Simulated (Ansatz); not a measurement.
# AlAs wire along [110], 6 atoms a period, H-terminated: bands under strain, part 3 of 3

Aim: is the AlAs wire along [110], 6 atoms a period, H-terminated a metal or a semiconductor?

Ansatz 0.2.0; DFT PBE, plane waves, PAW; relaxation of a wire's period (the session's first sound run).

So far, band gap (eV): step 3 (the wire at its relaxed period) 2.68; step 4 (relaxing the atoms, period over the relaxed period 0.96, k-mesh …) 2.76; step 5 (relaxing the atoms, period over the relaxed period 0.98, k-mesh …) 2.73; step 6 (relaxing the atoms, period over the relaxed period 1.02, k-mesh …) 2.63.

### 7. Strain along the wire, period over the relaxed period 1.04, k-mesh 1×1×14

Level of this step: DFT PBE, plane waves, PAW; relaxation at a fixed period (Ansatz).

The period is set to 1.04 times the relaxed one and the atoms relax within it: strain changes bond lengths and angles, which shifts the bands against each other. Against the first PBE run of this kind, the mesh along the wire has 14 points against 20.

The cell differs from the one that the last finished run ended in (c 4.261 → 4.344 Å).

Input file input.yaml:

```yaml
crystal:
  lattice:
    - [12.899, 0.0, 0.0]
    - [0.0, 13.416, 0.0]
    - [0.0, 0.0, 4.3442135981]
  atoms:
    - { symbol: As, position: [0.437077022, 0.343051512, 0.0] }
    - { symbol: H, position: [0.529873482, 0.272752912, 0.0] }
    - { symbol: Al, position: [0.532147119, 0.499982153, 0.0] }
    - { symbol: H, position: [0.322602566, 0.183064848, 0.5] }
    - { symbol: H, position: [0.239077288, 0.378114929, 0.5] }
    - { symbol: H, position: [0.322602566, 0.816899458, 0.5] }
    - { symbol: H, position: [0.239077288, 0.621849377, 0.5] }
    - { symbol: Al, position: [0.333546568, 0.301479093, 0.5] }
    - { symbol: Al, position: [0.333546568, 0.698485213, 0.5] }
    - { symbol: As, position: [0.641870995, 0.499982153, 0.5] }
    - { symbol: H, position: [0.718946078, 0.414546762, 0.5] }
    - { symbol: H, position: [0.718946078, 0.585417543, 0.5] }
    - { symbol: As, position: [0.437077022, 0.656912794, 0.0] }
    - { symbol: H, position: [0.529873482, 0.727211394, 0.0] }
kpoints:
  mp_grid: { grid: [1, 1, 14] }
  band_path: { path: ["Γ", Z], npoints: 90 }
scf:
  occupations: { method: fermi_dirac, width: 0.05 }
hamiltonian:
  xc: pbe
relax:
  max_steps: 40
  f_tol: 0.02
output:
  stress: true
```

Run with:

```sh
ansatz run input.yaml --threads 4 --pin off --max-ram 16384MiB --backend cpu --events-out ev --progress --plain --runs-dir out
```

Numbers of over 12 decimals in the logs are rounded to 6 here.

The log of the run:

```text
[...]
Crystal: 14 atoms, lattice volume = 751.779 Å³
Basis set: ecut = 420 eV, 14697 PW (Γ), exchange–correlation on 180×180×60 points (8 copies of the dense FFT grid, shifted against one another)
Bands: 45, of which v1, the nominal top of the filled ones, is band 31 counted from 1 (30 counted from 0)
Symmetry: 4 space group operations
[...]
- { symbol: H, position: [0.242427, 0.619994, 0.5] }
    - { symbol: Al, position: [0.336816, 0.303406, 0.5] }
    - { symbol: Al, position: [0.336816, 0.696558, 0.5] }
    - { symbol: As, position: [0.636108, 0.499982, 0.5] }
    - { symbol: H, position: [0.713896, 0.414979, 0.5] }
    - { symbol: H, position: [0.713896, 0.584985, 0.5] }
    - { symbol: As, position: [0.435705, 0.656961, 2.261588566731383e-19] }
    - { symbol: H, position: [0.528857, 0.726927, 1.6758134671590598e-19] }
[key lines of the parts left out:]
SCF converged after 3 iterations
Free energy (F): -16307.515857 eV
Fermi energy:    -2.549600 eV
P = ⅓ Tr σ = -0.2004 GPa (-2.004 kbar)
```

Run time: 60 s. Hardware: 4 threads of Arm Neoverse V1, shared host; peak memory 2.1 GiB.

Step by step:

```tsv
step	energy less that of the first step (eV)	largest force component (eV/Å)
1	0.0000	0.3331
2	-0.0180	0.1573
3	-0.0269	0.0166
4	-0.0269	0.0166
```

Forces are held to the 4 operations that the run works with; a distortion that breaks them can't arise in this run.

The atoms that moved most (Å):

```tsv
atom	dx	dy	dz	length
As10	-0.074	0.000	0.000	0.074
H11	-0.065	0.006	0.000	0.065
H12	-0.065	-0.006	0.000	0.065
H6	0.053	-0.026	0.000	0.059
H4	0.053	0.026	0.000	0.059
H7	0.043	-0.025	0.000	0.050
H5	0.043	0.025	0.000	0.050
Al9	0.042	-0.026	0.000	0.049
```

Final coordinates:

```xyz
14
Lattice="12.8990 0.0000 0.0000 0.0000 13.4160 0.0000 0.0000 0.0000 4.3442" Properties=species:S:1:pos:R:3
As    5.6202    4.6017    0.0000
H     6.8217    3.6631    0.0000
Al    6.8532    6.7078    0.0000
H     4.2144    2.4823    2.1721
H     3.1271    5.0977    2.1721
H     4.2144   10.9332    2.1721
H     3.1271    8.3178    2.1721
Al    4.3446    4.0705    2.1721
Al    4.3446    9.3450    2.1721
As    8.2052    6.7078    2.1721
H     9.2085    5.5674    2.1721
H     9.2085    7.8482    2.1721
As    5.6202    8.8138    0.0000
H     6.8217    9.7524    0.0000
```

The electronic bands at the labelled points (eV, zero at the Fermi level):

```tsv
point	band 28	band 29	band 30	band 31	band 32	band 33	band 34	band 35
Γ	-1.93	-1.55	-1.41	-1.33	1.26	2.16	2.20	3.08
halfway	-2.09	-1.86	-1.56	-1.52	2.63	2.73	3.12	3.50
Z	-2.12	-1.95	-1.95	-1.90	2.71	2.91	2.93	3.13
```

The gap is 2.58 eV, against 2.68 eV under PBE at the relaxed period.

### 8. Strain along the wire, period over the relaxed period 1.06, k-mesh 1×1×14

The period is set to 1.06 times the relaxed one and the atoms relax within it: strain changes bond lengths and angles, which shifts the bands against each other. Against the first PBE run of this kind, the mesh along the wire has 14 points against 20.

The cell differs from the one that the last finished run ended in (c 4.344 → 4.428 Å).

input.yaml, as its differences from that of step 7:

```diff
@@ -4,3 +4,3 @@
     - [0.0, 13.416, 0.0]
-    - [0.0, 0.0, 4.3442135981]
+    - [0.0, 0.0, 4.4277561673]
   atoms:
```

The log of the run:

```text
[...]
Crystal: 14 atoms, lattice volume = 766.236 Å³
Basis set: ecut = 420 eV, 14973 PW (Γ), exchange–correlation on 180×180×60 points (8 copies of the dense FFT grid, shifted against one another)
Bands: 45, of which v1, the nominal top of the filled ones, is band 31 counted from 1 (30 counted from 0)
Symmetry: 4 space group operations
[...]
- { symbol: H, position: [0.328822, 0.815365, 0.5] }
    - { symbol: H, position: [0.244332, 0.620217, 0.5] }
    - { symbol: Al, position: [0.338496, 0.302985, 0.5] }
    - { symbol: Al, position: [0.338496, 0.696980, 0.5] }
    - { symbol: As, position: [0.633101, 0.499982, 0.5] }
    - { symbol: H, position: [0.711257, 0.415172, 0.5] }
    - { symbol: H, position: [0.711257, 0.584793, 0.5] }
    - { symbol: As, position: [0.435111, 0.657433, 0.0] }
    - { symbol: H, position: [0.528401, 0.727304, 0.0] }
[key lines of the parts left out:]
SCF converged after 6 iterations
Free energy (F): -16307.447331 eV
Fermi energy:    -2.661157 eV
P = ⅓ Tr σ = -0.3061 GPa (-3.061 kbar)
```

Elapsed: 61 s, on 4 threads; peak memory 2.1 GiB; 4 min of CPU time.

The gap is 2.53 eV, against 2.68 eV under PBE at the relaxed period.

### 9. Comparing the runs

Times are for 4 threads of Arm Neoverse V1, shared host. The series side by side:

```tsv
no.	period over the relaxed period	k-mesh	free energy less the lowest (eV)	pressure (GPa)	band gap (eV)	time	memory (GiB)
1	0.96	1×1×15	0.05604	0.2473	2.764	58 s	1.9
2	0.98	1×1×15	0.003444	0.1149	2.727	55 s	2.0
3	1.02	1×1×15	0	-0.1071	2.634	57 s	2.0
4	1.04	1×1×14	0.04291	-0.2004	2.583	60 s	2.1
5	1.06	1×1×14	0.1114	-0.3061	2.528	61 s	2.1
```

### 10. Summary of results

- cell length, PBE: 4.177 Å
- gap, PBE: 2.68 eV
- gap, period scaled by 0.96: 2.76 eV
- gap, period scaled by 0.98: 2.73 eV
- gap, period scaled by 1.02: 2.63 eV
- gap, period scaled by 1.04: 2.58 eV
- gap, period scaled by 1.06: 2.53 eV

What this shows: Under PBE the cell's length is 4.18 Å, and a gap of 2.68 eV makes it a semiconductor. Strain matters: under PBE the gap goes from 2.68 eV to 2.76 eV at 0.96 times the period, 2.73 eV at 0.98 times the period, 2.63 eV at 1.02 times the period, 2.58 eV at 1.04 times the period and 2.53 eV at 1.06 times the period. Plain hydrogen on a compound's surface is a simple closure: it may leave surface states, and facets that end in unlike atoms put a field across the wire, both of which shrink the gap.

[Logs are printed without paths, hosts, clocks, repeated set-up lines and the standing remarks that a program may print on its own settings, such as how far it seeks lower states.]

[Hosts, paths, dates, database ids (printed as entryN), source tags and the programs' standing remarks are cut or masked in the printed files.]
